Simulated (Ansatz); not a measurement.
# Hf2NO2 monolayer: from the cell to its phonons

Wanted: vibrations and spectra of Hf2NO2 monolayer; the cell is already relaxed. After the zone centre comes a 4×4×1 q mesh on a 12×12×1 k mesh.

Program: Ansatz 0.2.0. Level of theory: DFT PBEsol, scalar-relativistic, plane waves, PAW. Results are calculated unless marked as measured.

## Step 1: The structure

The cell holds 5 atoms: 1 N, 2 Hf and 2 O. Its edges and angles: a = 3.194 Å, b = 3.194 Å, c = 32.600 Å, α = 90.0°, β = 90.0°, γ = 120.0°. Vacuum lies along c.

## Step 2: Modes at Γ

The cell comes from relaxations at this level that are not shown. The zone centre comes first: it holds the modes that light can see, as far as symmetry allows. No field response is asked, since the mesh shows no gap.

Contents of input.yaml:

```yaml
crystal:
  lattice:
    - [3.194355392, 0.0, 0.0]
    - [-1.597177696, 2.7663929182, 0.0]
    - [0.0, 0.0, 32.6]
  atoms:
    - { symbol: "N", position: [0.0, 0.0, 0.3067484663] }
    - { symbol: Hf, position: [0.3333333333, 0.6666666667, 0.34738925] }
    - { symbol: Hf, position: [0.6666666667, 0.3333333333, 0.2661076825] }
    - { symbol: O, position: [0.6666666667, 0.3333333333, 0.3775246402] }
    - { symbol: O, position: [0.3333333333, 0.6666666667, 0.2359722924] }
  periodic: [true, true, false]
kpoints:
  mp_grid: { grid: [12, 12, 1] }
hamiltonian:
  xc: pbesol
scf:
  occupations: { method: methfessel_paxton, width: 0.15 }
output:
  eigenvalues: true
phonons:
  method: dfpt
```

On the command line:

```sh
$ ansatz run input.yaml --threads 8 --pin off --max-ram 14336MiB --backend cpu --events-out ev --progress --plain --runs-dir out
```

Numbers of over 12 decimals in the logs are rounded to 6 here.

The program printed:

```text
Warning: crystal.symmetry: narrowed to the stabiliser of the run's FFT grids — unitary ops 12 → 6. A phonons.method: dfpt run fills in the rows of the dynamical matrix that it does not solve by its symmetry operations, which is exact only for operations that map its FFT grids onto themselves: filled in by any other, the frequencies could depend on the order in which like atoms are typed, or, by more than the grids' own error, on where the crystal sits among the grids' points. Excluded: 6 operations. The run can therefore solve more perturbations, solve them on more k-points, or both, and cost more. [rest of the remark cut]
Engine: ansatz 0.2.0, aarch64-unknown-linux-gnu
Pseudopotentials: kind: paw
Pseudopotential: N, paw, valence charge 5, recommended cutoff 420 eV (normal), N.paw.azcp
Pseudopotential: Hf, paw, valence charge 26, recommended cutoff 420 eV (normal), Hf.paw.azcp
Pseudopotential: O, paw, valence charge 6, recommended cutoff 420 eV (normal), O.paw.azcp
Functional definition: PBEsol
  exchange = pbesol_x
  correlation = pbesol_c
Crystal: 5 atoms, lattice volume = 288.081 Å³
Basis set: ecut = 420 eV, 5737 PW (Γ), exchange–correlation on 48×48×450 points (8 copies of the dense FFT grid, shifted against one another)
Bands: 42, of which v1, the nominal top of the filled ones, is band 35 counted from 1 (34 counted from 0)
Symmetry: 12 space group operations
k-points: 43 of 144 (irreducible under 2 space group operations, time reversal used)
Non-local potential: N, projectors of the file, l = 0: 2, l = 1: 2, l = 2: 1
Non-local potential: Hf, projectors of the file, l = 0: 3, l = 1: 2, l = 2: 2, l = 3: 3
Non-local potential: O, projectors of the file, l = 0: 2, l = 1: 2, l = 2: 1
PAW form: soft (Blöchl's): semilocal exchange-correlation on the pseudo side does not see the compensation charge
PAW frozen core: N, regenerated for the run's functional, and the local potential with it (the file was generated under x = pbe(κ = 0.804, μ = 0.219515), c = pbe(β = 0.066725))
PAW frozen core: Hf, regenerated for the run's functional, and the local potential with it (the file was generated under x = pbe(κ = 0.804, μ = 0.219515), c = pbe(β = 0.066725))
PAW frozen core: O, regenerated for the run's functional, and the local potential with it (the file was generated under x = pbe(κ = 0.804, μ = 0.219515), c = pbe(β = 0.066725))
PAW one-centre angular grid: N, 110 points (default); XC on 64 Gauss nodes
PAW one-centre angular grid: Hf, 590 points (default); XC on 64 Gauss nodes
PAW one-centre angular grid: O, 110 points (default); XC on 64 Gauss nodes
Initial density: superposition of atomic densities (neutral atoms: chi_scale 0, normalization atom), corrected by the library's trained network
Initial wavefunctions: pseudopotential atomic-orbital guess
Functional: x = pbesol(κ = 0.804, μ = 0.123457), c = pbesol(β = 0.046)
SCF iter   1: F=—  HF=-32704.299343 eV  |F-HF|=—  |Δ(HF+E_count)|=         —  Δρ=7.45e-3  dr2=1.79e-1  ethr=1.77e-3  ⟨swp⟩=11.7  Hψ=11873  notcnv=0
preconditioner: auto → LDOS  [metal: Δε(μ)=0.016 eV  Ē_g=17.906 eV  σ=0.150 eV  W_gap=0.09  n_scr=22 (ndim 8)  ℏωp=17.6 eV  f_vac=0.778  D(μ)=2.79/eV (n_scr^D=12)  β→1.0]
SCF iter   2: F=—  HF=-32704.267227 eV  |F-HF|=—  |Δ(HF+E_count)|=   3.21e-2  S|Δr|=    0.00e0  Δρ=3.25e-3  dr2=2.34e-2  ethr=2.59e-4  ⟨swp⟩=3.0  Hψ=4416  notcnv=0  defer=79
SCF iter   3: F=—  HF=-32704.265642 eV  |F-HF|=—  |Δ(HF+E_count)|=   1.58e-3  S|Δr|=    0.00e0  Δρ=9.72e-4  dr2=3.44e-3  ethr=3.39e-5  ⟨swp⟩=3.3  Hψ=3940  notcnv=0  defer=79
SCF iter   4: F=—  HF=-32704.265526 eV  |F-HF|=—  |Δ(HF+E_count)|=   1.16e-4  S|Δr|=    0.00e0  Δρ=4.46e-4  dr2=7.27e-4  ethr=4.98e-6  ⟨swp⟩=3.6  Hψ=4333  notcnv=0  defer=79
SCF iter   5: F=—  HF=-32704.265199 eV  |F-HF|=—  |Δ(HF+E_count)|=   3.27e-4  S|Δr|=    0.00e0  Δρ=1.05e-4  dr2=5.44e-5  ethr=1.05e-6  ⟨swp⟩=3.1  Hψ=3957  notcnv=0  defer=79
SCF iter   6: F=—  HF=-32704.265217 eV  |F-HF|=—  |Δ(HF+E_count)|=   1.76e-5  S|Δr|=    0.00e0  Δρ=2.98e-5  dr2=3.27e-6  ethr=7.88e-8  ⟨swp⟩=3.7  Hψ=4296  notcnv=0  defer=79
SCF iter   7: F=—  HF=-32704.265040 eV  |F-HF|=—  |Δ(HF+E_count)|=   1.77e-4  S|Δr|=    0.00e0  Δρ=8.35e-6  dr2=1.58e-7  ethr=4.73e-9  ⟨swp⟩=3.9  Hψ=4821  notcnv=0  defer=72
SCF iter   8: F=—  HF=-32704.265040 eV  |F-HF|=—  |Δ(HF+E_count)|=   9.23e-7  S|Δr|=    0.00e0  Δρ=2.82e-6  dr2=2.75e-8  ethr=2.29e-10  ⟨swp⟩=3.3  Hψ=4396  notcnv=0  defer=72
SCF iter   9: F=—  HF=-32704.265040 eV  |F-HF|=—  |Δ(HF+E_count)|=   1.66e-8  S|Δr|=    0.00e0  Δρ=5.96e-7  dr2=4.05e-10  ethr=3.99e-11  ⟨swp⟩=3.0  Hψ=3996  notcnv=0  defer=72
SCF iter  10: F=—  HF=-32704.265040 eV  |F-HF|=—  |Δ(HF+E_count)|=   1.99e-8  S|Δr|=    0.00e0  Δρ=1.72e-7  dr2=5.93e-11  ethr=1.00e-12  ⟨swp⟩=4.1  Hψ=5057  notcnv=0  defer=72
SCF iter  11: F=-32704.265040 eV  HF=-32704.265040 eV  |F-HF|=2.18e-10  |Δ(HF+E_count)|=   1.66e-9  S|Δr|=    0.00e0  Δρ=4.27e-8  dr2=2.83e-12  ethr=1.00e-12  ⟨swp⟩=23.7  Hψ=17110  notcnv=0
SCF 1 converged in 11 iterations: F = -32704.265040 eV  dr2 = 2.83e-12
  greatest PAW one-centre occupation: 0.998 electrons in one spin orbital (limit 2), on the Hf atom at site 2 (counted from 0), in its partial waves of l = 3
DFPT response loops at Γ: preconditioner auto → none (partly filled bands, converged f_vac=0.779); β = 0.50; Broyden in place of MSR1
SCF converged after 11 iterations
Stability not checked: this state was not tested for a lower state beside it, because cold or Methfessel-Paxton smearing, or corrected tetrahedra, fill the levels in a way that the test cannot read (fill_not_monotonic; see scf.lower_state_search)
Free energy (F): -32704.265040 eV
Harris-Foulkes:  -32704.265040 eV  (|F-HF|=2.18e-10)
Internal energy: -32704.257549 eV  (E = F + TS)
E sigma→0 (E₀):  -32704.263168 eV
Entropy (-TS):   -0.007492 eV (-1.498 meV/atom)
Fermi energy:    -4.615998 eV
--- Per-component energies (eV) ---
  E_band       = -1524.701192
  E_kinetic    = 1327.872417
  E_local      = -320424.140568  (includes V_loc(G=0)·N_el)
  E_nonlocal   = -2333.088006
  E_hartree    = 158975.572516
  E_xc         = -801.743395
  E_vxc        = -796.526026  (∫ρ·V_xc dr)
  E_paw        = -14041.507918  (= ΣΔE_a)
  E_vpaw       = 2750.031033  (= ΣTr[D̂ρ^β])
  E_aug_tail   = 0.004987  (compensation charges beyond the density's cutoff)
  E_ewald      = 144590.171560
  E_core_change = 2.600858  (= ΣΔE_core)
  E_smearing   = -0.007492  (= −TS)
  E_closure    = 0.000000  (closes the sum)
  Σ components = -32704.265040   (vs F -32704.265040, Δ=0.00e0)
--- Band table (eV; the first three rows and the last of 43) ---
  k-point 0: bands = [... 31 lower, -8.4294, -7.9468, -7.9468, -3.9872, -3.9872, -3.8472, -2.1440, -2.0499, ... 3 higher]
  k-point 1: bands = [... 31 lower, -8.4291, -8.2423, -8.1180, -4.1562, -3.7450, -3.6909, -2.1306, -1.9899, ... 3 higher]
  k-point 2: bands = [... 31 lower, -9.3155, -8.4734, -8.0964, -4.6041, -3.3191, -3.1958, -1.9056, -1.7291, ... 3 higher]
  k-point 42: bands = [... 31 lower, -9.5154, -9.0959, -8.9418, -4.0818, -3.3580, -2.0712, -1.6501, -1.0082, ... 3 higher]
  ° read free of the cell's end (the report's vacuum.weakly_bound_levels)
--- Phonons (Γ-DFPT): 10 representative perturbations + reference, on 43 of 144 k-points (Σ response iterations 50) ---
  ASR residual: 4.840e-5 → 0.000e0 eV/Å²; symmetrization residual: 1.161e-5 eV/Å²
  The last average, over the group as it would stand without the narrowing to the FFT grids, took up to 4.653e-6 eV/Å² of the zone centre's force constants
  ASR residual per site (eV/Å²): 4.84e-5 9.35e-6 1.02e-5 1.99e-5 1.65e-5
  Γ frequencies (cm⁻¹): 0.00 0.00 0.00 66.74 66.74 175.40 302.22 302.22 378.83 378.83 505.13 505.13 528.34 536.19 598.43
  non-analytic LO–TO correction: not included (Born effective charges unavailable; polar crystals: no LO–TO splitting at Γ)
```

Run time: 97 s. Hardware: 8 threads of Arm Neoverse V2, shared host; peak memory 2.1 GiB; 12 min of CPU time.

In the SCF lines HF is the Harris–Foulkes energy and dr2 the Hartree energy of the density residual, in eV; the loop may stop once dr2 is under the threshold and the program's other checks hold. Hψ counts applications of the Hamiltonian.

Numbers from this step:

| Item | Value |
| --- | --- |
| gap on the k-mesh | 0 eV |
| sum-rule residual before enforcement | 4.84e-5 eV/Å² |
| point group | -3m |
| area per atom | 1.767 Å² |
| highest optical mode at the zone centre (no LO-TO term) | 598.4 cm⁻¹ |
| lowest optical zone-centre mode | 66.74 cm⁻¹ |

Patterns of degenerate modes are one choice out of their space. The modes at Γ (shares of kinetic energy by element, %):

| mode | frequency (cm⁻¹) | symmetry | N % | Hf % | O % |
| --- | --- | --- | --- | --- | --- |
| 1 | 0.0 | acoustic | 3 | 89 | 8 |
| 2 | 0.0 | acoustic | 3 | 89 | 8 |
| 3 | 0.0 | acoustic | 3 | 89 | 8 |
| 4 | 66.7 | Eg | 0 | 100 | 0 |
| 5 | 66.7 | Eg | 0 | 100 | 0 |
| 6 | 175.4 | A1g | 0 | 91 | 9 |
| 7 | 302.2 | Eg | 0 | 0 | 100 |
| 8 | 302.2 | Eg | 0 | 0 | 100 |
| 9 | 378.8 | Eu | 16 | 11 | 72 |
| 10 | 378.8 | Eu | 16 | 11 | 72 |
| 11 | 505.1 | Eu | 80 | 0 | 20 |
| 12 | 505.1 | Eu | 80 | 0 | 20 |
| 13 | 528.3 | A1g | 0 | 9 | 91 |
| 14 | 536.2 | A2u | 6 | 5 | 88 |
| 15 | 598.4 | A2u | 90 | 6 | 4 |

Displacements in mode 4 (66.7 cm⁻¹), the largest set to 1:
```
N1   0.00  0.00  0.00
Hf2  0.07 -1.00  0.00
Hf3 -0.07  1.00  0.00
O4   0.02 -0.23  0.00
O5  -0.02  0.23  0.00
```

Displacements in mode 15 (598.4 cm⁻¹), the largest set to 1:
```
N1   0.00  0.00  1.00
Hf2  0.00  0.00 -0.05
Hf3  0.00  0.00 -0.05
O4   0.00  0.00  0.14
O5   0.00  0.00  0.14
```

Before it was imposed, the acoustic sum rule was missed by 4.8e-5 eV/Å². Small misses are needed for a sound result but don't prove that mesh and cutoff are converged. The lowest optical mode is real, 66.7 cm⁻¹.

## Step 3: Phonons on a q mesh

Stability and thermal properties need the whole zone. Linear response on a 4×4×1 q mesh gives force constants as far as a supercell of that size would.

input.yaml, as its differences from that of step 2:

```diff
@@ -22 +22,10 @@
   method: dfpt
+  qmesh: [4, 4, 1]
+  temperatures: { t_max: 1000, t_step: 50 }
+  qpath:
+    path:
+      - [0.0, 0.0, 0.0]
+      - [0.5, 0.0, 0.0]
+      - [0.33333333, 0.33333333, 0.0]
+      - [0.0, 0.0, 0.0]
+    npoints: 10
```

The program printed:

```text
[...]
Crystal: 5 atoms, lattice volume = 288.081 Å³
Basis set: ecut = 420 eV, 5737 PW (Γ), exchange–correlation on 48×48×450 points (8 copies of the dense FFT grid, shifted against one another)
Bands: 42, of which v1, the nominal top of the filled ones, is band 35 counted from 1 (34 counted from 0)
Symmetry: 12 space group operations
k-points: 19 of 144 (irreducible under 6 space group operations, time reversal used)
[...]
SCF iter   1: F=—  HF=-32704.299680 eV  |F-HF|=—  |Δ(HF+E_count)|=         —  Δρ=7.48e-3  dr2=1.79e-1  ethr=1.77e-3  ⟨swp⟩=11.9  Hψ=5265  notcnv=0
[...]
SCF iter  11: F=-32704.265040 eV  HF=-32704.265040 eV  |F-HF|=2.33e-10  |Δ(HF+E_count)|=  9.02e-10  S|Δr|=    0.00e0  Δρ=5.10e-8  dr2=4.76e-12  ethr=1.00e-12  ⟨swp⟩=23.7  Hψ=7733  notcnv=0
SCF 1 converged in 11 iterations: F = -32704.265040 eV  dr2 = 4.76e-12
[...]
phonons: the bands overlap, so this run is a metal and interpolates without the dipole-dipole term. If the crystal is really an insulator or semiconductor, its LO-TO splitting is missing
NSCF: frozen V_eff on 19 k-points
[...]
DFPT response loops at q = (0, 0, 0) (fractional): preconditioner auto → none (partly filled bands, converged f_vac=0.779); β = 0.50; Broyden in place of MSR1
[...]
SCF converged after 11 iterations
[...]
Free energy (F): -32704.265040 eV
[...]
Internal energy: -32704.257549 eV  (E = F + TS)
E sigma→0 (E₀):  -32704.263168 eV
Entropy (-TS):   -0.007492 eV (-1.498 meV/atom)
Fermi energy:    -4.616000 eV
[...]
--- Band table (eV; the first three rows and the last of 19) ---
  k-point 0: bands = [... 31 lower, -8.4294, -7.9468, -7.9468, -3.9872, -3.9872, -3.8472, -2.1440, -2.0499, ... 3 higher]
  k-point 1: bands = [... 31 lower, -8.4291, -8.2423, -8.1180, -4.1562, -3.7450, -3.6909, -2.1306, -1.9899, ... 3 higher]
  k-point 2: bands = [... 31 lower, -9.3155, -8.4734, -8.0964, -4.6041, -3.3191, -3.1958, -1.9056, -1.7291, ... 3 higher]
  k-point 18: bands = [... 31 lower, -9.7499, -9.1050, -9.1050, -3.4978, -2.9064, -2.9064, -1.6242, -0.9975, ... 3 higher]
  ° read free of the cell's end (the report's vacuum.weakly_bound_levels)
--- Phonons (Γ-DFPT): 10 representative perturbations + reference (Σ response iterations 46) ---
  ASR residual: 3.397e-5 → 0.000e0 eV/Å²; symmetrization residual: 3.078e-6 eV/Å²
[...]
ASR residual per site (eV/Å²): 3.32e-5 1.25e-5 1.13e-5 3.03e-5 3.40e-5
[...]
--- Phonons (arbitrary-q DFPT): 4 irreducible q on the 4×4×1 mesh ---
  q = [0.0000, 0.0000, 0.0000] (star 1, of the zone-centre solve; hermiticity 2.10e-7, symmetrization 5.89e-12, taken by the last average 2.72e-8): -0.00 0.00 0.00 66.74 66.74 175.40 302.22 302.22 378.83 378.83 505.13 505.13 528.34 536.19 598.43
  q = [0.0000, 0.2500, 0.0000] (star 6, 15 solved perturbations on 78 of 144 k-point pairs; hermiticity 2.03e-7, symmetrization 6.20e-11, taken by the last average 1.22e-7): -80.93 72.46 81.47 101.83 132.72 145.57 336.50 357.31 386.03 400.72 414.35 475.27 481.80 490.96 575.91
[...]
q = [0.2500, 0.2500, 0.0000] (star 6, 10 solved perturbations in 1110 linear systems a pass and spin channel, the states on 144 of 144 k-point pairs; hermiticity 1.23e-7, symmetrization 2.24e-11, taken by the last average 7.02e-7): -133.44 79.56 133.88 135.77 154.18 175.76 376.77 397.37 416.64 431.19 449.71 452.14 477.77 482.52 576.77
  sum rule: each row above includes the acoustic sum rule's correction from the zone centre's row sums; it moved no ω² by more than (0.80 cm⁻¹)²
  mesh force constants: q→R imaginary residual 3.44e-18; ASR residual 3.397e-5 → 0.000e0 eV/Å²; symmetrization residual 1.599e-14 eV/Å²
  interpolated dispersion: 31 rows × 15 modes
  density of states and harmonic sums: on the 24×24×1 q-mesh, interpolated from the force constants of a 4×4×1 supercell (no non-analytic term)
  largest difference from the sums on the solved wave vectors: F 6.64e-2 eV, S 8.39e-5 and C_V 2.15e-5 eV/K
  zero-point energy: 0.287299 eV/cell   skipped modes (ω ≤ 0): 44, of them read as no rigid motion or as one in doubt: 41 (7.292e-1 modes/cell left out, lowest -154.48 cm⁻¹)   left out of the sums: 4.90e-2 of the cell's modes: C_V's classical limit lies that fraction below 3 k_B per atom; for a crystal, a wire or a layer, F and S can be off by more, and a phonons.interpolated_qmesh denser along its periods is the remedy for the sampling
```

Wall time 11 min (8 threads); peak memory 4.1 GiB.

Numbers from this step:

- sum-rule residual before enforcement: 3.40e-5 eV/Å²
- lowest frequency on the path: -154.2 cm⁻¹
- highest frequency on the path or at a solved wavevector: 598.4 cm⁻¹
- lowest mode on the q mesh (acoustic modes at Γ apart): -133.4 cm⁻¹

Frequencies (cm⁻¹) solved at each irreducible wavevector; negative means imaginary. Frequencies by wavevector, by row:

| q in reciprocal lattice units | star | mode 1 | mode 2 | mode 3 | mode 4 | mode 13 | mode 14 | mode 15 |
| --- | --- | --- | --- | --- | --- | --- | --- | --- |
| 0 0 0 | 1 | 0 | 0 | 0 | 66.7 | 528.3 | 536.2 | 598.4 |
| 0 0.25 0 | 6 | -80.9 | 72.5 | 81.5 | 101.8 | 481.8 | 491 | 575.9 |
| 0 -0.5 0 | 3 | 88.4 | 113.8 | 118.6 | 134.9 | 486.8 | 504 | 582.2 |
| 0.25 0.25 0 | 6 | -133.4 | 79.6 | 133.9 | 135.8 | 477.8 | 482.5 | 576.8 |

Interpolated from a 4×4×1 q mesh. Phonon branches along the path, in cm⁻¹:

| point | branch 1 | branch 2 | branch 3 | branch 4 | branch 12 | branch 13 | branch 14 | branch 15 |
| --- | --- | --- | --- | --- | --- | --- | --- | --- |
| Γ | 0 | 0 | 0 | 67 | 505 | 528 | 536 | 598 |
| halfway | -81 | 72 | 82 | 102 | 475 | 482 | 491 | 576 |
| M | 88 | 114 | 119 | 135 | 471 | 487 | 504 | 582 |
| halfway | -17 | 99 | 116 | 132 | 460 | 475 | 492 | 577 |
| K | 29 | 78 | 78 | 158 | 452 | 456 | 456 | 580 |
| halfway | -135 | 80 | 92 | 111 | 441 | 480 | 492 | 576 |
| Γ | 0 | 0 | 0 | 67 | 505 | 528 | 536 | 598 |

Tetrahedra on a 24×24×1 mesh, mean over bins of 10 cm-1. Interpolated from a 4×4×1 q mesh. The phonon density of states by wavenumber; read off at these points:

| wavenumber (cm⁻¹) | phonon density of states (1/cm⁻¹/cell) |
| --- | --- |
| -155 | 0.00138 |
| -135 | 0.00584 |
| -115 | 0.00644 |
| -95 | 0.00718 |
| -75 | 0.00466 |
| -55 | 0.00496 |
| -35 | 0.00246 |
| -15 | 0.00178 |
| 5 | 0.0028 |
| 25 | 0.00636 |
| 45 | 0.00862 |
| 65 | 0.0209 |
| 85 | 0.0624 |
| 105 | 0.0289 |
| 125 | 0.0398 |
| 145 | 0.0321 |
| 155 | 0.0502 |
| 165 | 0.0378 |
| 185 | 0.0181 |
| 205 | 0 |
| 235 | 0 |
| 255 | 0 |
| 275 | 0 |
| 295 | 0 |
| 315 | 0.00573 |
| 335 | 0.0171 |
| 355 | 0.0352 |
| 375 | 0.0212 |
| 395 | 0.0519 |
| 405 | 0.0614 |
| 415 | 0.0547 |
| 435 | 0.0444 |
| 455 | 0.0416 |
| 475 | 0.0583 |
| 485 | 0.0842 |
| 495 | 0.0445 |
| 515 | 0.00837 |
| 535 | 0.00187 |
| 555 | 0 |
| 575 | 0.0813 |
| 595 | 0.00406 |

(Continued in part 2 of 2.)

[Logs are printed without paths, hosts, clocks, repeated set-up lines and the standing remarks that a program may print on its own settings, such as how far it seeks lower states.]

[Hosts, paths, dates, database ids (printed as entryN), source tags and the programs' standing remarks are cut or masked in the printed files.]
